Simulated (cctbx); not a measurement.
## Interatomic vectors of TbCeS4

Space group P2_1/c (no. 14), a = 9.4220 Å, b = 6.6010 Å, c = 9.6510 Å, α = 90.00°, β = 93.50°, γ = 90.00°, content Tb4 Ce4 S16.

Simulated single-crystal data (cctbx): Mo Kα, λ = 0.71073 Å, to d = 0.8 Å, 95 % of the full sphere, strongest reflection 40000 counts, noise from counting, a 2 % proportional error and a noise floor of 4 counts (s.d.); no absorption.

Patterson synthesis, origin scaled to 1000:

```text
Patterson group P 1 2/m 1
      u       v       w   height  length (A)
  0.000   0.000   0.000   1000.0     0.00
  0.000   0.000   0.500    970.6     4.83
  0.252   0.500   0.748    886.7     4.81
  0.252   0.500   0.248    869.4     4.64
  0.500   0.000   0.500    848.9     6.53
  0.500   0.000   0.000    831.2     4.71
  0.000   0.254   0.250    297.3     2.94
  0.248   0.245  -0.001    293.2     2.85
  0.248   0.245   0.499    292.8     5.47
  0.500   0.256   0.250    285.5     5.43
  0.000   0.500   0.500     59.5     5.85
  0.000   0.500   0.000     53.1     3.30
  0.265   0.000   0.764     45.5     3.48
  0.266   0.000   0.265     44.0     3.47
```

**Question.** Which atom pairs make the peaks, and where is the heaviest atom?

A peak at u stands for all pairs with xi − xj = u, with weight Σ ZiZj against Σ Z² = 34452 at the origin. Peak heights follow these weights only roughly, since form factors, motion and series ripples differ, all vectors within 0.55 Å of a peak are counted as merged into it though the farther ones add only part of their weight, and F(000) is left out, which lowers the whole map:

| u | v | w | shortest length (Å) | height | 1000 ΣZiZj/ΣZ² | pairs in the cell |
| --- | --- | --- | --- | --- | --- | --- |
| 0.000 | 0.000 | 0.500 | 4.83 | 971 | 1000 | 4 × Tb–Tb, 4 × Ce–Ce, 16 × S–S |
| 0.252 | 0.500 | 0.748 | 4.81 | 887 | 997 | 4 × Tb–Ce, 2 × Tb–Tb, 2 × Ce–Ce, 16 × S–S |
| 0.252 | 0.500 | 0.248 | 4.64 | 869 | 982 | 4 × Tb–Ce, 2 × Tb–Tb, 2 × Ce–Ce, 14 × S–S |
| 0.500 | 0.000 | 0.500 | 6.53 | 849 | 994 | 8 × Tb–Ce, 16 × S–S |
| 0.500 | 0.000 | 0.000 | 4.71 | 831 | 994 | 8 × Tb–Ce, 16 × S–S |
| 0.000 | 0.254 | 0.250 | 2.94 | 297 | 457 | 8 × Tb–S, 8 × Ce–S |
| 0.248 | 0.245 | -0.001 | 2.84 | 293 | 457 | 8 × Tb–S, 8 × Ce–S |
| 0.248 | 0.245 | 0.499 | 5.47 | 293 | 457 | 8 × Tb–S, 8 × Ce–S |
| 0.500 | 0.256 | 0.250 | 5.43 | 286 | 457 | 8 × Tb–S, 8 × Ce–S |
| 0.000 | 0.500 | 0.500 | 5.85 | 60 | 119 | 16 × S–S |

The table stops at ten peaks or at a height of 45, below which ripples compete. In the model behind the data Tb, the heaviest element, has 1 independent site: (0.6248, 0.7548, 0.6216), up to an allowed shift of origin; the Tb–Tb vectors are differences of these positions and their symmetry mates. Elements of similar Z can't be told apart from the map alone. The whole model:

| atom | mult. | x | y | z | Ueq (Å²) |
| --- | --- | --- | --- | --- | --- |
| Tb1 | 4 | 0.6248 | 0.7548 | 0.6216 | 0.0109 |
| Ce1 | 4 | 0.8828 | 0.2438 | 0.8651 | 0.0116 |
| S1 | 4 | 0.8617 | 0.9903 | 0.6146 | 0.0139 |
| S2 | 4 | 0.8687 | 0.5088 | 0.6190 | 0.0153 |
| S3 | 4 | 0.6092 | 0.4968 | 0.8651 | 0.0155 |
| S4 | 4 | 0.6017 | 0.9939 | 0.8482 | 0.0119 |

This is a model crystal, built by substitution and not relaxed, with assumed displacement parameters.

[Logs are printed without paths, hosts, clocks, repeated set-up lines and the standing remarks that a program may print on its own settings, such as how far it seeks lower states.]
